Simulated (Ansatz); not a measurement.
## Na3ICl2: complex band structure

A new crystal, Na3ICl2: structure, gap and complex bands. It is built by putting I for Br in the Na3BrCl2 structure of space group I4/mmm, with the volume rescaled by atomic radii. The parent structure comes from the Materials Project.

Program: Ansatz 0.2.0. Level of theory: r2SCAN DFT, plane waves, PAW files, in the first sound run; inputs show where later runs differ. Results are calculated unless marked as measured.

The structure was built from a prototype and need not be the compound's stable phase.

### Step 1. The starting structure

Symmetry: I4/mmm, No. 139, tetragonal system. Conventional cell: a = 4.089 Å, b = 4.089 Å, c = 17.349 Å, α = 90.00°, β = 90.00°, γ = 90.00°. Nearest to Na lie 5 Cl at 2.80 to 2.89 Å and 1 I at 2.97 Å. Nearest to Na lie 4 I at 2.89 Å and 2 Cl at 2.91 Å. I has 6 Na at 2.89 to 2.97 Å nearest. Cl has 6 Na at 2.80 to 2.91 Å nearest. It derives from Na3BrCl2. I for Br in the Na3BrCl2 structure of space group I4/mmm. Farther neighbours and most contacts between anions are not listed.

### Step 2. Relaxing the new crystal

The substituted atoms don't fit the parent's cell, so cell and atoms relax together. A small smearing keeps the run stable in case the gap closes on the way.

Input file input.yaml:

```yaml
crystal:
  lattice:
    - [-2.0444909761, 2.0444909761, 8.6747365794]
    - [2.0444909761, -2.0444909761, 8.6747365794]
    - [2.0444909761, 2.0444909761, -8.6747365794]
  atoms:
    - { symbol: Na, position: [0.67098916, 0.67098916, 0.0] }
    - { symbol: Na, position: [0.0, 0.0, 0.0] }
    - { symbol: Na, position: [0.32901084, 0.32901084, 0.0] }
    - { symbol: I, position: [0.5, 0.5, 0.0] }
    - { symbol: Cl, position: [0.83233815, 0.83233815, 0.0] }
    - { symbol: Cl, position: [0.16766185, 0.16766185, 0.0] }
kpoints:
  mp_grid: { grid: [8, 8, 8] }
scf:
  occupations: { method: gaussian, width: 0.03 }
hamiltonian:
  xc: r2scan
output:
  forces: true
  stress: true
relax:
  f_tol: 0.02
  max_steps: 60
  cell: {}
```

The run is started by

```
$ ansatz run input.yaml --threads 2 --pin off --max-ram 4096MiB --backend cpu --events-out ev --progress --plain --runs-dir out
```

Numbers of over 12 decimals in the logs are rounded to 6 here.

Output:

```text
basis.fft_grid_basis auto: the FFT boxes are laid along the combinations [[1, 0, 1], [0, 1, 1], [0, 0, 1]] of the cell's own vectors, 4.089, 4.089 and 9.144 Å long. The dense box has 30×30×72 points. Along the cell's own vectors, as sized, it would have 72×72×72, 5.76 times as many. Of the 16 symmetry operations that the crystal satisfies within crystal.symmetry.tolerance (time reversal apart; of a slab, those that k [...]
Engine: ansatz 0.2.0, aarch64-unknown-linux-gnu
Pseudopotentials: kind: paw
Pseudopotential: Na, paw, valence charge 9, recommended cutoff 500 eV (meta_gga), Na.paw.azcp
Pseudopotential: I, paw, valence charge 17, recommended cutoff 500 eV (meta_gga), I.paw.azcp
Pseudopotential: Cl, paw, valence charge 7, recommended cutoff 500 eV (meta_gga), Cl.paw.azcp
Functional definition: r2SCAN
  parameter k0 = 0.174
  parameter k1 = 0.065
  parameter a1 = 4.9479
  exchange = r2scan_x(k0 = k0, k1 = k1, a1 = a1)
  correlation = r2scan_c
Crystal: 6 atoms, lattice volume = 145.040 Å³
Basis set: ecut = 500 eV, 3727 PW (Γ), FFT grids on a1+a3, a2+a3, a3, exchange–correlation on 120×120×288 points (64 copies of the dense FFT grid, shifted against one another)
Bands: 35, of which v1, the nominal top of the filled ones, is band 29 counted from 1 (28 counted from 0)
Symmetry: 16 space group operations
Space group: I4/mmm (ITA 139), of the structure as read, at distance tolerance 5.3e-5 Å
k-points: 59 of 512
Non-local potential: Na, projectors of the file, l = 0: 3, l = 1: 2, l = 2: 1
Non-local potential: I, projectors of the file, l = 0: 2, l = 1: 2, l = 2: 2, l = 3: 2
Non-local potential: Cl, projectors of the file, l = 0: 2, l = 1: 2, l = 2: 2
PAW form: soft (Blöchl's): semilocal exchange-correlation on the pseudo side does not see the compensation charge
PAW frozen core: Na, regenerated for the run's functional (the file was generated under x = pbe(κ = 0.804, μ = 0.219515), c = pbe(β = 0.066725))
PAW frozen core: I, regenerated for the run's functional (the file was generated under x = pbe(κ = 0.804, μ = 0.219515), c = pbe(β = 0.066725))
PAW frozen core: Cl, regenerated for the run's functional (the file was generated under x = pbe(κ = 0.804, μ = 0.219515), c = pbe(β = 0.066725))
PAW one-centre angular grid: Na, 302 points (default); XC on 339 of its mesh's 2595 points in the sphere
PAW one-centre angular grid: I, 590 points (default); XC on 160 Gauss nodes
PAW one-centre angular grid: Cl, 302 points (default); XC on 160 Gauss nodes
Initial density: superposition of atomic densities (neutral atoms: chi_scale 0, normalization atom), corrected by the library's trained network
Initial wavefunctions: pseudopotential atomic-orbital guess
Functional: x = r2scan, c = r2scan; τ floored in thin density (d = 2e-4 eV/Å³)
SCF iter   1: F=—  HF=-14171.768128 eV  |F-HF|=—  |Δ(HF+E_count)|=         —  Δρ=6.50e-3  dr2=3.01e-2  dr2_τ=3.82e-3  ethr=1.77e-3  ⟨swp⟩=7.6  Hψ=9057  notcnv=0  defer=1
preconditioner: auto → Resta (q_TF=auto, 2.342 Å⁻¹)  ε∞=2.5  [insulator: Δε(μ)=5.116 eV  Ē_g=12.306 eV  σ=0.030 eV  W_gap=1.00  n_scr=34 (ndim 8)  ℏωp=15.1 eV  f_vac=0.038  D(μ)=0.00/eV (n_scr^D=0)  ε∞_Penn≈2.5]
SCF iter   2: F=—  HF=-14171.795771 eV  |F-HF|=—  |Δ(HF+E_count)|=   2.76e-2  Δρ=2.20e-3  dr2=3.60e-3  dr2_τ=7.28e-4  ethr=5.19e-5  ⟨swp⟩=2.9  Hψ=4709  notcnv=0  defer=85
SCF iter   3: F=—  HF=-14171.795748 eV  |F-HF|=—  |Δ(HF+E_count)|=   2.36e-5  Δρ=6.38e-4  dr2=3.70e-4  dr2_τ=2.71e-5  ethr=6.21e-6  ⟨swp⟩=2.0  Hψ=3957  notcnv=0  defer=26
automatic band count: iteration 3 solves 34 bands in place of 35: the levels show a gap, and the empty bands left out lie too high to hold charge; the band table lists the bands solved (type scf.n_extra_bands for more)
SCF iter   4: F=—  HF=-14171.795889 eV  |F-HF|=—  |Δ(HF+E_count)|=   1.41e-4  Δρ=8.97e-5  dr2=8.69e-6  dr2_τ=1.68e-6  ethr=6.38e-7  ⟨swp⟩=2.0  Hψ=2644  notcnv=0  defer=26
SCF iter   5: F=—  HF=-14171.795888 eV  |F-HF|=—  |Δ(HF+E_count)|=   1.47e-6  Δρ=3.38e-5  dr2=1.06e-6  dr2_τ=6.12e-8  ethr=1.50e-8  ⟨swp⟩=2.0  Hψ=3515  notcnv=0  defer=26
SCF iter   6: F=-14171.795888 eV  HF=-14171.795888 eV  |F-HF|=3.38e-8  |Δ(HF+E_count)|=   6.00e-7  Δρ=5.77e-6  dr2=2.45e-8  dr2_τ=3.04e-9  ethr=1.72e-10  ⟨swp⟩=3.2  Hψ=8825  notcnv=0
SCF 1 converged in 6 iterations: F = -14171.795888 eV  dr2 = 2.45e-8
  greatest PAW one-centre occupation: 1.000 electrons in one spin orbital (limit 2), on the Na atom at site 1 (counted from 0), in its partial waves of l = 0
relax step   1: F+E_penalty+E_count = -14171.79588835 eV  Δ(F+E_penalty+E_count) = +0.000e0 eV  max|allowed force component| = 3.250e-1 eV/Å  Δτ_max = 0.0000 Å  P = +2.450 GPa  Ω = 145.040 Å³  (6 SCF iters, dr2 threshold 1.00e-7 eV, accepted)
Crystal: 6 atoms, lattice volume = 156.530 Å³
Basis set: ecut = 500 eV, 3993 PW (Γ), FFT grids on a1+a3, a2+a3, a3, exchange–correlation on 120×120×288 points (64 copies of the dense FFT grid, shifted against one another)
Initial density: handed on by an earlier stage of this run
Initial wavefunctions: those handed on with the density
iter 1 solved again at ethr=2.57e-4 eV; its pass at ethr=3.10e-3 eV (dr2=1.49e-1 eV) is discarded
SCF iter   1: F=—  HF=-14171.732586 eV  |F-HF|=—  |Δ(HF+E_count)|=         —  Δρ=1.07e-2  dr2=1.50e-1  dr2_τ=4.95e-1  ethr=2.57e-4  ⟨swp⟩=1.6  Hψ=9930  notcnv=0
automatic band count: iteration 1 solves 33 bands in place of 35: the levels show a gap, and the empty bands left out lie too high to hold charge; the band table lists the bands solved (type scf.n_extra_bands for more)
preconditioner: auto → Resta (q_TF=auto, 2.312 Å⁻¹)  ε∞=2.6  [insulator: Δε(μ)=4.441 eV  Ē_g=11.510 eV  σ=0.030 eV  W_gap=1.00  n_scr=34 (ndim 8)  ℏωp=14.5 eV  f_vac=0.069  D(μ)=0.00/eV (n_scr^D=0)  ε∞_Penn≈2.6]
SCF iter   2: F=—  HF=-14171.929311 eV  |F-HF|=—  |Δ(HF+E_count)|=   1.97e-1  Δρ=5.63e-3  dr2=3.82e-2  dr2_τ=2.77e-3  ethr=2.57e-4  ⟨swp⟩=3.4  Hψ=4152  notcnv=0
SCF iter   3: F=—  HF=-14171.915924 eV  |F-HF|=—  |Δ(HF+E_count)|=   1.34e-2  Δρ=8.20e-4  dr2=8.98e-4  dr2_τ=1.54e-4  ethr=6.58e-5  ⟨swp⟩=3.4  Hψ=3616  notcnv=0
SCF iter   4: F=—  HF=-14171.916003 eV  |F-HF|=—  |Δ(HF+E_count)|=   7.92e-5  Δρ=2.49e-4  dr2=9.20e-5  dr2_τ=1.28e-5  ethr=1.55e-6  ⟨swp⟩=2.0  Hψ=3624  notcnv=0
SCF iter   5: F=—  HF=-14171.916037 eV  |F-HF|=—  |Δ(HF+E_count)|=   3.36e-5  Δρ=6.92e-5  dr2=7.27e-6  dr2_τ=5.44e-7  ethr=1.59e-7  ⟨swp⟩=2.0  Hψ=3275  notcnv=0
SCF iter   6: F=-14171.916041 eV  HF=-14171.916041 eV  |F-HF|=1.32e-7  |Δ(HF+E_count)|=   3.83e-6  Δρ=1.84e-5  dr2=3.23e-7  dr2_τ=2.64e-8  ethr=1.03e-9  ⟨swp⟩=3.9  Hψ=8862  notcnv=0
SCF 2 converged in 6 iterations: F = -14171.916041 eV  dr2 = 3.23e-7
relax step   2: F+E_penalty+E_count = -14171.91604098 eV  Δ(F+E_penalty+E_count) = -1.202e-1 eV  max|allowed force component| = 1.346e-1 eV/Å  Δτ_max = 0.1097 Å  P = +0.269 GPa  Ω = 156.530 Å³  energy of the carried Pulay correction = -1.327e-3 eV  (6 SCF iters, dr2 threshold 6.00e-7 eV, accepted)
Crystal: 6 atoms, lattice volume = 159.182 Å³
Basis set: ecut = 500 eV, 4033 PW (Γ), FFT grids on a1+a3, a2+a3, a3, exchange–correlation on 120×120×288 points (64 copies of the dense FFT grid, shifted against one another)
iter 1 solved again at ethr=2.62e-5 eV; its pass at ethr=3.10e-3 eV (dr2=1.52e-2 eV) is discarded
SCF iter   1: F=—  HF=-14171.885774 eV  |F-HF|=—  |Δ(HF+E_count)|=         —  Δρ=3.13e-3  dr2=1.58e-2  dr2_τ=1.05e-1  ethr=2.62e-5  ⟨swp⟩=2.2  Hψ=11094  notcnv=0
automatic band count: iteration 1 solves 33 bands in place of 35: the levels show a gap, and the empty bands left out lie too high to hold charge; the band table lists the bands solved (type scf.n_extra_bands for more)
preconditioner: auto → Resta (q_TF=auto, 2.306 Å⁻¹)  ε∞=2.6  [insulator: Δε(μ)=4.760 eV  Ē_g=11.401 eV  σ=0.030 eV  W_gap=1.00  n_scr=34 (ndim 8)  ℏωp=14.4 eV  f_vac=0.065  D(μ)=0.00/eV (n_scr^D=0)  ε∞_Penn≈2.6]
SCF iter   2: F=—  HF=-14171.924357 eV  |F-HF|=—  |Δ(HF+E_count)|=   3.86e-2  Δρ=1.36e-3  dr2=2.12e-3  dr2_τ=2.47e-4  ethr=2.62e-5  ⟨swp⟩=3.1  Hψ=4042  notcnv=0
SCF iter   3: F=—  HF=-14171.923832 eV  |F-HF|=—  |Δ(HF+E_count)|=   5.24e-4  Δρ=3.65e-4  dr2=1.63e-4  dr2_τ=1.56e-5  ethr=3.66e-6  ⟨swp⟩=2.0  Hψ=3228  notcnv=0
SCF iter   4: F=—  HF=-14171.923847 eV  |F-HF|=—  |Δ(HF+E_count)|=   1.42e-5  Δρ=8.20e-5  dr2=1.50e-5  dr2_τ=1.18e-6  ethr=2.81e-7  ⟨swp⟩=2.5  Hψ=3301  notcnv=0
SCF iter   5: F=—  HF=-14171.923848 eV  |F-HF|=—  |Δ(HF+E_count)|=   1.46e-6  Δρ=2.08e-5  dr2=9.43e-7  dr2_τ=4.63e-8  ethr=2.59e-8  ⟨swp⟩=2.0  Hψ=2752  notcnv=0
SCF iter   6: F=-14171.923848 eV  HF=-14171.923848 eV  |F-HF|=4.38e-9  |Δ(HF+E_count)|=   3.62e-7  Δρ=4.91e-6  dr2=2.52e-8  dr2_τ=2.32e-9  ethr=1.03e-9  ⟨swp⟩=4.6  Hψ=6909  notcnv=0
SCF 3 converged in 6 iterations: F = -14171.923848 eV  dr2 = 2.52e-8
relax step   3: F+E_penalty+E_count = -14171.92384834 eV  Δ(F+E_penalty+E_count) = -7.807e-3 eV  max|allowed force component| = 7.898e-2 eV/Å  Δτ_max = 0.0622 Å  P = -0.024 GPa  Ω = 159.182 Å³  energy of the carried Pulay correction = -1.620e-3 eV  (6 SCF iters, dr2 threshold 6.00e-7 eV, accepted)
[...]
relax step   4: F+E_penalty+E_count = -14171.92644177 eV  Δ(F+E_penalty+E_count) = -2.593e-3 eV  max|allowed force component| = 7.477e-3 eV/Å  Δτ_max = 0.0227 Å  P = -0.007 GPa  Ω = 158.818 Å³  energy of the carried Pulay correction = -1.580e-3 eV  (5 SCF iters, dr2 threshold 3.90e-7 eV, accepted)
[...]
relax step   5: F+E_penalty+E_count = -14171.92688024 eV  Δ(F+E_penalty+E_count) = -4.385e-4 eV  max|allowed force component| = 2.152e-3 eV/Å  Δτ_max = 0.0046 Å  P = -0.005 GPa  Ω = 158.792 Å³  energy of the carried Pulay correction = -1.577e-3 eV  (5 SCF iters, dr2 threshold 5.09e-8 eV, accepted)
Basis set: ecut = 500 eV, 4017 PW (Γ), FFT grids on a1+a3, a2+a3, a3, exchange–correlation on 128×128×288 points (64 copies of the dense FFT grid, shifted against one another)
Initial wavefunctions: pseudopotential atomic-orbital guess (no wavefunctions were taken with the density)
iter 1 solved again at ethr=1.32e-7 eV; its pass at ethr=3.10e-3 eV (dr2=7.68e-5 eV) is discarded
SCF iter   1: F=—  HF=-14171.926894 eV  |F-HF|=—  |Δ(HF+E_count)|=         —  Δρ=3.37e-4  dr2=4.59e-6  dr2_τ=9.34e-6  ethr=1.32e-7  ⟨swp⟩=3.4  Hψ=14856  notcnv=0
preconditioner: auto → Resta (q_TF=auto, 2.307 Å⁻¹)  ε∞=2.5  [insulator: Δε(μ)=4.733 eV  Ē_g=11.949 eV  σ=0.030 eV  W_gap=1.00  n_scr=34 (ndim 8)  ℏωp=14.4 eV  f_vac=0.064  D(μ)=0.00/eV (n_scr^D=0)  ε∞_Penn≈2.5]
SCF iter   2: F=—  HF=-14171.928630 eV  |F-HF|=—  |Δ(HF+E_count)|=   1.74e-3  Δρ=1.70e-4  dr2=1.23e-6  dr2_τ=3.26e-5  ethr=7.91e-9  ⟨swp⟩=2.0  Hψ=3817  notcnv=0
SCF iter   3: F=—  HF=-14171.928788 eV  |F-HF|=—  |Δ(HF+E_count)|=   1.59e-4  Δρ=1.13e-5  dr2=5.91e-8  dr2_τ=6.63e-8  ethr=2.12e-9  ⟨swp⟩=2.0  Hψ=3776  notcnv=0
SCF iter   4: F=—  HF=-14171.928789 eV  |F-HF|=—  |Δ(HF+E_count)|=   5.00e-7  Δρ=3.01e-6  dr2=6.65e-9  dr2_τ=1.87e-9  ethr=1.02e-10  ⟨swp⟩=2.0  Hψ=3776  notcnv=0
SCF iter   5: F=—  HF=-14171.928789 eV  |F-HF|=—  |Δ(HF+E_count)|=   1.17e-8  Δρ=4.30e-7  dr2=1.29e-10  dr2_τ=7.45e-11  ethr=1.15e-11  ⟨swp⟩=2.0  Hψ=3776  notcnv=0
SCF iter   6: F=-14171.928789 eV  HF=-14171.928789 eV  |F-HF|=7.28e-12  |Δ(HF+E_count)|=  3.57e-10  Δρ=7.51e-8  dr2=1.01e-11  dr2_τ=1.43e-12  ethr=1.00e-12  ⟨swp⟩=4.7  Hψ=7233  notcnv=0
SCF 6 converged in 6 iterations: F = -14171.928789 eV  dr2 = 1.01e-11
relax step   6: F+E_penalty+E_count = -14171.92878890 eV  Δ(F+E_penalty+E_count) = -1.909e-3 eV  max|allowed force component| = 2.154e-3 eV/Å  Δτ_max = 0.0000 Å  P = +0.002 GPa  Ω = 158.792 Å³  stress off target by 2.21e-2 GPa  SCF on the basis re-selected at this cell (its energy is not comparable with the rows above)  (6 SCF iters)
basis re-selected at this cell: Δ(F+E_penalty+E_count) = -1.909e-3 eV, ΔP = +0.007 GPa vs the last step (what re-selecting the basis moved, of the pressure what is left beyond the Pulay correction that the steps carried, after the strain that the cell walked since its last selection, with what the two solves' SCF thresholds leave and, on support functions, any second-order correction that the steps lacked; it is no measure of the basis error at this ecutwfc). The dense FFT grid was sized anew with the basis: this SCF ran on 32×32×72 points, the steps before it on 30×30×72, so part of this shift can come from that change (see relax.cell in the input reference). [rest of the remark cut]
SCF converged after 6 iterations
Free energy (F): -14171.928789 eV
Harris-Foulkes:  -14171.928789 eV  (|F-HF|=7.28e-12)
Internal energy: -14171.928789 eV  (E = F + TS)
E sigma→0 (E₀):  -14171.928789 eV
Fermi energy:    4.299877 eV
--- Per-component energies (eV) ---
  E_band       = -1147.442643
  E_kinetic    = 874.740689
  E_local      = -6635.961952  (includes V_loc(G=0)·N_el)
  E_nonlocal   = 314.397456
  E_hartree    = 2709.185137
  E_xc         = -441.213458
  E_vxc        = -577.715976  (∫ρ·V_xc dr)
  E_paw        = -6976.205419  (= ΣΔE_a)
  E_vpaw       = -578.983118  (= ΣTr[D̂ρ^β])
  E_aug_tail   = 0.000029  (compensation charges beyond the density's cutoff)
  E_vtau       = 37.710025  (kinetic-family band-sum trace: ∫τ·v_τ [+ j·A + Jᵃ·Aᵃ] dr)
  E_ewald      = -4016.592710
  E_core_change = -0.278562  (= ΣΔE_core)
  E_smearing   = -0.000000  (= −TS)
  E_closure    = 0.000000  (closes the sum)
  Σ components = -14171.928789   (vs F -14171.928789, Δ=0.00e0)
--- Forces (eV/Å), atoms counted from 1 ---
  atom   1  Na     0.00000000     0.00000000    -0.00215386
  atom   2  Na    -0.00000000    -0.00000000    -0.00000000
  atom   3  Na     0.00000000     0.00000000     0.00215386
  atom   4  I     -0.00000000     0.00000000     0.00000000
  atom   5  Cl     0.00000000     0.00000000     0.00067894
  atom   6  Cl    -0.00000000    -0.00000000    -0.00067894
  max |Σ_I F_I| component: 5.44e-19 eV/Å
--- Stress (GPa, compression-positive) ---
        0.013668      -0.000000       0.000000
       -0.000000       0.013668       0.000000
        0.000000      -0.000000      -0.022063
  P = ⅓ Tr σ = 0.0018 GPa (0.018 kbar)
--- Relaxed structure (5 steps of the walk, 5 accepted, 1 SCFs on fresh bases) ---
  F+E_penalty+E_count = -14171.92878890 eV   max|allowed force component| = 2.154e-3 eV/Å   (the final SCF, on the basis selected at the relaxed cell)
  cell:  # Å, volume = 158.7916 Å³
    - [-2.121243, 2.121243, 8.822402]
    - [2.121243, -2.121243, 8.822402]
    - [2.121243, 2.121243, -8.822402]
  atoms:
    - { symbol: Na, position: [0.676597, 0.676597, 0] }
    - { symbol: Na, position: [-1.5831290544040445e-19, -1.583129054403951e-19, 0] }
    - { symbol: Na, position: [0.323403, 0.323403, 0] }
    - { symbol: I, position: [0.500000, 0.500000, 0] }
    - { symbol: Cl, position: [0.830638, 0.830638, 0] }
    - { symbol: Cl, position: [0.169362, 0.169362, 0] }
```

It took 87 s on 2 threads of Arm Neoverse V2, shared host; peak memory 0.9 GiB; 2.9 min of CPU time.

Step by step:

```csv
step,energy less that of the first step (eV),largest force component (eV/Å),pressure (GPa),volume (Å³)
1,0.0000,0.3250,2.45,145.04
2,-0.1202,0.1346,0.27,156.53
3,-0.1280,0.0790,-0.02,159.18
4,-0.1306,0.0075,-0.01,158.82
5,-0.1310,0.0022,-0.01,158.79
6*,-0.1329,0.0022,0.00,158.79
```

Relaxation steps marked * repeat the geometry before them on a plane-wave basis chosen anew for their cell, so energy and pressure can jump there.

The run keeps the 16 symmetry operations that it works with, so distortions that break them were not tested.

| conventional cell, symmetrised | before | after | change |
| --- | --- | --- | --- |
| a (Å) | 4.089 | 4.242 | +3.8 % |
| b (Å) | 4.089 | 4.242 | +3.8 % |
| c (Å) | 17.349 | 17.645 | +1.7 % |
| volume (Å³/atom) | 24.17 | 26.47 | +9.5 % |

The atoms that moved most (Å, as changes of fractional coordinates times the final cell):

```
atom     dx     dy      dz  length
 Na1  0.000  0.000   0.099   0.099
 Na3  0.000  0.000  -0.099   0.099
 Cl6  0.000  0.000   0.030   0.030
 Cl5  0.000  0.000  -0.030   0.030
```

This step gave:

- free energy: -14171.9288 eV
- Fermi energy: 4.300 eV
- pressure: 0.001757 GPa

The largest force component on a free atom ends at 0.0022 eV/Å.

### Step 3. The bulk crystal and its band edges

The energy window and the wavevectors of the next steps follow from the band edges, so these are searched first, off the mesh as well.

Input file input.yaml:

```yaml
crystal:
  lattice:
    - [-2.1212427974, 2.1212427974, 8.8224015189]
    - [2.1212427974, -2.1212427974, 8.8224015189]
    - [2.1212427974, 2.1212427974, -8.8224015189]
  atoms:
    - { symbol: Na, position: [0.6765968916, 0.6765968916, 0.0] }
    - { symbol: Na, position: [0.0, 0.0, 0.0] }
    - { symbol: Na, position: [0.3234031084, 0.3234031084, 0.0] }
    - { symbol: I, position: [0.5, 0.5, 0.0] }
    - { symbol: Cl, position: [0.8306383259, 0.8306383259, 0.0] }
    - { symbol: Cl, position: [0.1693616741, 0.1693616741, 0.0] }
kpoints:
  mp_grid: { grid: [8, 8, 8] }
  band_path: { path: [VBM, CBM], npoints: 30 }
scf:
  occupations: { method: fixed }
hamiltonian:
  xc: r2scan
output:
  eigenvalues: true
  write_potential: true
  write_density: true
  volumetric_format: npy
```

Output:

```text
[...]
Crystal: 6 atoms, lattice volume = 158.792 Å³
Basis set: ecut = 500 eV, 4017 PW (Γ), FFT grids on a1−a2, a2, a1+a3, exchange–correlation on 180×288×128 points (64 copies of the dense FFT grid, shifted against one another)
Bands: 35, of which v1, the nominal top of the filled ones, is band 29 counted from 1 (28 counted from 0)
Symmetry: 16 space group operations
[...]
k-points: 59 of 512
[...]
SCF iter   1: F=—  HF=-14171.905689 eV  |F-HF|=—  |Δ(HF+E_count)|=         —  Δρ=6.20e-3  dr2=2.96e-2  dr2_τ=3.09e-3  ethr=1.77e-3  ⟨swp⟩=5.8  Hψ=6890  notcnv=0  defer=216
[...]
SCF iter   6: F=-14171.928789 eV  HF=-14171.928789 eV  |F-HF|=2.71e-8  |Δ(HF+E_count)|=   6.74e-7  Δρ=4.19e-6  dr2=2.93e-8  dr2_τ=2.60e-9  ethr=1.72e-10  ⟨swp⟩=11.7  Hψ=9703  notcnv=0
SCF 1 converged in 6 iterations: F = -14171.928789 eV  dr2 = 2.93e-8
[...]
NSCF: frozen V_eff on 30 k-points
[...]
SCF converged after 6 iterations
Free energy (F): -14171.928789 eV
[...]
Internal energy: -14171.928789 eV  (E = F + TS)
E sigma→0 (E₀):  -14171.928789 eV
Fermi energy:    1.933079 eV
[...]
--- Band table (eV; the first three rows and the last of 59) ---
  k-point 0: bands = [... 25 lower, 0.8348, 1.4416, 1.8764, 1.8764, 6.6660, 8.6133, 8.8768, 9.2623, ... 2 higher]
  k-point 1: bands = [... 25 lower, 0.7252, 1.3902, 1.5239, 1.6341, 7.2653, 9.2703, 9.5474, 9.6188, ... 2 higher]
  k-point 2: bands = [... 25 lower, 0.7243, 1.1306, 1.2023, 1.3427, 8.4096, 9.6790, 9.9164, 9.9838, ... 2 higher]
  k-point 58: bands = [... 25 lower, 0.8912, 0.9993, 1.8540, 1.8540, 7.6565, 7.9357, 8.4374, 8.7472, ... 2 higher]
```

Elapsed: 42 s, on 2 threads; peak memory 0.94 GiB.

This step gave:

```
Fermi energy        : 1.933 eV
gap on the k-mesh   : 4.733 eV
gap on path         : 4.733 eV, by band count; negative where bands overlap
direct gap on path  : 4.790 eV
edge places on path : 0, 0.7405 1/A along the path
```

The electronic bands at the labelled points (eV, zero at the Fermi level (highest filled level under fixed occupations); v1 is the highest filled band, c1 the lowest empty one):

```csv
point,v4,v3,v2,v1,c1,c2,c3,c4
VBM,-1.14,-1.06,-0.60,0.00,6.34,6.98,7.55,8.29
halfway,-1.09,-0.97,-0.61,-0.03,5.79,7.04,7.31,8.61
CBM,-1.10,-0.49,-0.06,-0.06,4.73,6.68,6.94,7.33
```

The searched edges give 4.73 eV, as on the mesh.

[end of part 1 of 3]

[Logs are printed without paths, hosts, clocks, repeated set-up lines and the standing remarks that a program may print on its own settings, such as how far it seeks lower states.]

[Hosts, paths, dates, database ids (printed as entryN), source tags and the programs' standing remarks are cut or masked in the printed files.]
